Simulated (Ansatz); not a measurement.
# BiB (model cell, started as NiAs type): from the cell to its phonons, part 2 of 2

Wanted: phonon frequencies of BiB (model cell, started as NiAs type) and what follows from them.

Ansatz 0.2.0; DFT PBEsol, scalar-relativistic, plane waves, PAW.

So far. Step 4 (Tight relaxation): The forces vanish by symmetry and the pressure is -0.003 GPa, within the tolerances set. The cell now holds 18.07 Å³/atom. The relaxed cell has a = 3.707, c = 6.075 Å (conventional setting).

The structure was built from a prototype and need not be the compound's stable phase.

## Step 5: Response at finite wavevector

The mesh has a single point along some directions, so zone-edge points there are not solved. Linear response on a 2×2×1 q mesh gives force constants as far as a supercell of that size would.

input.yaml reads:

```yaml
crystal:
  lattice:
    - [3.7066876533, -3.0001e-06, 0.0]
    - [-1.8533412285, 3.2100871717, 0.0]
    - [0.0, 0.0, 6.0745969964]
  atoms:
    - { symbol: B, position: [0.0, 0.0, 0.0] }
    - { symbol: B, position: [0.0, 0.0, 0.5] }
    - { symbol: Bi, position: [0.3333333333, 0.6666666667, 0.25] }
    - { symbol: Bi, position: [0.6666666667, 0.3333333333, 0.75] }
kpoints:
  mp_grid: { grid: [12, 12, 6] }
hamiltonian:
  xc: pbesol
scf:
  occupations: { method: methfessel_paxton, width: 0.15 }
output:
  eigenvalues: true
phonons:
  method: dfpt
  qmesh: [2, 2, 1]
  temperatures: { t_max: 1000, t_step: 50 }
  qpath:
    path:
      - [[0.0, 0.0, 0.0], [0.5, 0.0, 0.0], [0.33333333, 0.33333333, 0.0], [0.0, 0.0, 0.0], [0.0, 0.0, 0.5], [0.5, 0.0, 0.5], [0.33333333, 0.33333333, 0.5], [0.0, 0.0, 0.5]]
      - [[0.5, 0.0, 0.5], [0.5, 0.0, 0.0]]
      - [[0.33333333, 0.33333333, 0.5], [0.33333333, 0.33333333, 0.0]]
    npoints: 10
```

The run is started by

```sh
$ ansatz run input.yaml --threads 4 --pin off --max-ram 7168MiB --backend cpu --events-out ev --progress --plain --runs-dir out
```

Numbers of over 12 decimals in the logs are rounded to 6 here.

Output:

```text
[...]
Crystal: 4 atoms, lattice volume = 72.280 Å³
Basis set: ecut = 420 eV, 1389 PW (Γ), exchange–correlation on 50×50×96 points (8 copies of the dense FFT grid, shifted against one another)
Bands: 22, of which v1, the nominal top of the filled ones, is band 18 counted from 1 (17 counted from 0)
Symmetry: 24 space group operations
k-points: 76 of 864
[...]
SCF iter   1: F=—  HF=-24784.469082 eV  |F-HF|=—  |Δ(HF+E_count)|=         —  Δρ=4.82e-3  dr2=2.16e-2  ethr=1.77e-3  ⟨swp⟩=5.3  Hψ=7615  notcnv=0
[...]
SCF iter   9: F=-24784.461413 eV  HF=-24784.461413 eV  |F-HF|=7.28e-12  |Δ(HF+E_count)|=  1.82e-11  S|Δr|=    0.00e0  Δρ=1.13e-7  dr2=6.55e-12  ethr=1.00e-12  ⟨swp⟩=6.6  Hψ=8492  notcnv=0
SCF 1 converged in 9 iterations: F = -24784.461413 eV  dr2 = 6.55e-12
[...]
phonons: the bands overlap, so this run is a metal and interpolates without the dipole-dipole term. If the crystal is really an insulator or semiconductor, its LO-TO splitting is missing
NSCF: frozen V_eff on 76 k-points
WARN: eigensolver did not converge in 10 slots of this pass, the one above among them; of largest residual over every band (k=26): 1 band(s) unlocked (lowest unlocked band 21, counted from 0; max residual 8.40e-3 eV among the unlocked bands, 8.40e-3 eV over every band); of lowest unlocked band (k=8): band 21
[...]
DFPT response loops at q = (0, 0, 0) (fractional): preconditioner auto → Kerker (q_TF=auto, 2.429 Å⁻¹) (partly filled bands, converged f_vac=0.000); β = 1.00, the filter's whole step (`scf.mixing.beta` (0.50) is not read by the response loops under this deck's `scf.mixing.preconditioner`; to damp them name `kerker` or `kerker_dos`, under which they read `scf.mixing.beta`, and type it under 1.00, their step now; both keys bind the ground state too); Broyden in place of MSR1
[...]
SCF converged after 9 iterations
[...]
Free energy (F): -24784.461413 eV
[...]
Internal energy: -24784.458478 eV  (E = F + TS)
E sigma→0 (E₀):  -24784.460679 eV
Entropy (-TS):   -0.002936 eV (-0.734 meV/atom)
Fermi energy:    12.311273 eV
[...]
--- Band table (eV; the first three rows and the last of 76) ---
  k-point 0: bands = [... 14 lower, 11.7944, 11.7944, 12.6824, 13.7433, 13.7433, 13.9934, 13.9934, 14.2670]
  k-point 1: bands = [... 14 lower, 11.8574, 11.8574, 12.8942, 13.2672, 13.2672, 14.1394, 14.5415, 14.5415]
  k-point 2: bands = [... 14 lower, 12.0449, 12.0449, 12.7639, 12.7639, 13.1717, 13.8350, 15.2718, 15.2718]
  k-point 75: bands = [... 14 lower, 6.7665, 6.7665, 11.7017, 11.7017, 13.3269, 13.3269, 13.9594, 13.9594]
--- Phonons (Γ-DFPT): 4 representative perturbations + reference (Σ response iterations 12) ---
  ASR residual: 1.398e-4 → 0.000e0 eV/Å²; symmetrization residual: 1.690e-6 eV/Å²
  ASR residual per site (eV/Å²): 1.58e-5 1.58e-5 1.40e-4 1.40e-4
  Γ frequencies (cm⁻¹): 0.00 0.00 0.00 75.10 75.10 87.54 114.21 191.67 191.67 267.14 267.14 305.27
--- Phonons (arbitrary-q DFPT): 2 irreducible q on the 2×2×1 mesh ---
  q = [0.0000, 0.0000, 0.0000] (star 1, of the zone-centre solve; hermiticity 5.68e-7, symmetrization 1.02e-7): -0.00 -0.00 0.00 75.10 75.10 87.54 114.21 191.67 191.67 267.14 267.14 305.27
  q = [0.0000, -0.5000, 0.0000] (star 3, 6 solved perturbations in 1878 linear systems a pass and spin channel, the states on 436 of 864 k-point pairs; hermiticity 1.09e-7, symmetrization 4.95e-8): 65.02 68.11 69.63 75.18 75.22 115.10 170.70 249.56 250.44 272.22 309.08 365.21
  sum rule: each row above includes the acoustic sum rule's correction from the zone centre's row sums; it moved no ω² by more than (0.63 cm⁻¹)²
  mesh force constants: q→R imaginary residual 1.22e-17; ASR residual 1.398e-4 → 0.000e0 eV/Å²; symmetrization residual 4.441e-15 eV/Å²
  interpolated dispersion: 93 rows × 12 modes
  density of states and harmonic sums: on the 20×20×10 q-mesh, interpolated from the force constants of a 2×2×1 supercell (no non-analytic term)
  largest difference from the sums on the solved wave vectors: F 1.64e-1 eV, S 2.28e-4 and C_V 6.46e-5 eV/K
  zero-point energy: 0.124568 eV/cell   skipped modes (ω ≤ 0): 3   left out of the sums: 6.25e-5 of the cell's modes: C_V's classical limit lies that fraction below 3 k_B per atom; for a crystal, a wire or a layer, F and S can be off by more, and a phonons.interpolated_qmesh denser along its periods is the remedy for the sampling
```

Run time: 2.4 min. Hardware: 4 threads of Arm Neoverse V2, shared host; peak memory 2.1 GiB.

In the SCF lines HF is the Harris–Foulkes energy and dr2 the Hartree energy of the density residual, in eV; the loop may stop once dr2 is under the threshold and the program's other checks hold. Hψ counts applications of the Hamiltonian.

This step gave:

| Quantity | Value |
| --- | --- |
| sum-rule residual before enforcement | 1.40e-4 eV/Å² |
| point group | 6/mmm |
| highest optical mode at the zone centre (no LO-TO term) | 305.3 cm⁻¹ |
| lowest optical zone-centre mode | 75.1 cm⁻¹ |
| lowest mode on the q mesh (acoustic modes at Γ apart) | 65.02 cm⁻¹ |
| highest frequency at a solved wavevector (no LO-TO term at Γ) | 365.2 cm⁻¹ |

Frequencies (cm⁻¹) solved at each irreducible wavevector; negative means imaginary. Frequencies by wavevector, by row:

```
q in reciprocal lattice units  star  mode 1  mode 2  mode 3  mode 4  mode 10  mode 11  mode 12
                        0 0 0     1       0       0       0    75.1    267.1    267.1    305.3
                     0 -0.5 0     3      65    68.1    69.6    75.2    272.2    309.1    365.2
```

Symmetry leaves 2 wavevectors to solve. The lowest mode among them, the acoustic zeros apart, lies at q = (0, -0.5, 0) and is real, 65.0 cm⁻¹.

## Step 6: Another isotope

An isotope changes the mass and not the force constants, so no new electronic calculation is needed; the shifts show which modes move this element.

The same force constants with the mass of B changed from 10.810 to 10.013 u (phonopy, no LO-TO term). Both lists are sorted by frequency; levels can cross, so a row need not hold one and the same mode. Modes under 3 cm⁻¹ are left out. Isotope shifts, by row:

```
       q  rank  natural mass (cm⁻¹)  changed mass (cm⁻¹)
   0 0 0     4                 75.1                 75.1
   0 0 0     5                 75.1                 75.1
   0 0 0     6                87.54                 90.8
   0 0 0     7                114.2                114.2
   0 0 0     8                191.7                199.2
   0 0 0     9                191.7                199.2
   0 0 0    10                267.1                277.1
   0 0 0    11                267.1                277.1
   0 0 0    12                305.3                317.2
0 -0.5 0     1                65.02                65.14
0 -0.5 0     2                68.11                68.11
0 -0.5 0     3                69.63                69.63
0 -0.5 0     4                75.18                75.37
0 -0.5 0     5                75.22                75.43
0 -0.5 0     6                115.1                115.1
0 -0.5 0     7                170.7                177.1
0 -0.5 0     8                249.6                259.3
0 -0.5 0     9                250.4                259.4
0 -0.5 0    10                272.2                282.3
0 -0.5 0    11                309.1                321.1
0 -0.5 0    12                365.2                379.5
```

A mode of this element alone would shift by +3.90 %. The highest zone-centre frequency without the field goes from 305.3 to 317.2 cm⁻¹ (+3.9 %). The product of the frequency ratios over all optical modes at Γ is 1.252; the product rule, (m/m′)^(3k/2) (M′/M)^(3/2) with k = 2 such atoms and M the mass of the cell, gives 1.251.

## Step 7: Summary of results

```json
{
 "space group after relaxation (within 0.01 Å)": "P6_3/mmc",
 "volume per atom": "18.1 Å³",
 "electronic character": "no gap on this mesh",
 "highest optical mode at the zone centre (no LO-TO term)": "305 cm⁻¹",
 "lowest optical zone-centre mode": "75.1 cm⁻¹",
 "lowest mode on the q mesh (acoustic modes at Γ apart)": "65.0 cm⁻¹",
 "imaginary modes on the 2×2×1 q mesh": "none"
}
```

The structure is a minimum as far as tested: no mode is imaginary at the 2 irreducible wavevectors of the 2×2×1 mesh, and the softest away from the acoustic zeros lies at 65 cm⁻¹. The optical modes at Γ span 75 to 305 cm⁻¹. The q mesh is too sparse to interpolate, so only the solved wavevectors are given. With no gap, or one that is small against the smearing, the frequencies hang on the k mesh and the smearing, most of all near Kohn anomalies. Spin-orbit coupling is left out, which can matter for the heavy elements here. A phonon run warned that its eigensolver left some bands unconverged in a pass. The starting cell was built on a prototype and not taken from a measurement, so the phase need not exist. These are harmonic frequencies at zero temperature: anharmonic shifts, linewidths and thermal expansion are left out.

[Logs are printed without paths, hosts, clocks, repeated set-up lines and the standing remarks that a program may print on its own settings, such as how far it seeks lower states.]

[Hosts, paths, dates, database ids (printed as entryN), source tags and the programs' standing remarks are cut or masked in the printed files.]
